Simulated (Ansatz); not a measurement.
**Re (P6_3/mmc): Drude plasma energy along x against volume**

The cell of Re (P6_3/mmc) is scaled evenly and the response computed anew at each volume, on one mesh. x, y and z are the Cartesian axes of the input cell.

Symmetry: P6_3/mmc, No. 194, hexagonal system. The conventional cell has a = 2.761 Å, b = 2.761 Å, c = 4.458 Å, α = 90.00°, β = 90.00°, γ = 120.00°. Re on site c is surrounded by 12 Re at 2.74 to 2.76 Å.

Method: Ansatz 0.2.0, r2SCAN, independent particles, k-mesh 18×18×9 with interpolation inside its cells, Gaussian parameter 0.1 eV.

Launch of the response step: `ansatz run input.yaml --threads 4 --pin off --max-ram 8192MiB --backend cpu --events-out ev --progress --plain --runs-dir out`. The series took 37.5 min in all, on 4 threads of Intel(R) Xeon(R) Processor @ 2.50GHz (Skylake/Cascade Lake) (shared host).

```
V/V₀  V (Å³, primitive cell)  Drude plasma energy along x (eV)
0.94                   27.66                             7.574
0.96                   28.25                             7.368
0.98                   28.84                             7.174
1.00                   29.43                             6.992
1.02                   30.02                             6.821
1.04                   30.61                             6.660
1.06                   31.19                                 ?
```

For small changes the quantity should be close to linear in ln V.

Working, on the rows shown:

| x = ln(V/V₀) | y = Drude plasma energy along x |
| --- | --- |
| -0.0618754 | 7.574 |
| -0.040822 | 7.368 |
| -0.0202027 | 7.174 |
| 0 | 6.992 |
| 0.0198026 | 6.821 |
| 0.0392207 | 6.66 |

Means: x̄ = -0.010646, ȳ = 7.0982. Σ(x − x̄)(y − ȳ) = -0.06466, Σ(x − x̄)² = 0.007154. Slope = -0.06466 / 0.007154 = -9.039; intercept = ȳ − slope · x̄ = 7.0019. The line misses the rows shown by at most 0.013 eV.

Q: Fill in the last column of the withheld row.

A: At x = 0.058269 the line gives y = 6.4752 eV. The run gave 6.509 eV, so the extrapolation is off by 0.034 eV, 3 % of the range in the table.

Between the rows on either side of x = 0 the slope is (6.821 − 7.174) / (0.019803 − (-0.020203)) = -8.824. So d ln ωp/d ln V = -1.26; free electrons would give −0.50. The values come from a sum over the points of one k-mesh and carry its error, which is largest for Fermi-surface quantities. Spin-orbit coupling is left out.

[Logs are printed without paths, hosts, clocks, repeated set-up lines and the standing remarks that a program may print on its own settings, such as how far it seeks lower states.]
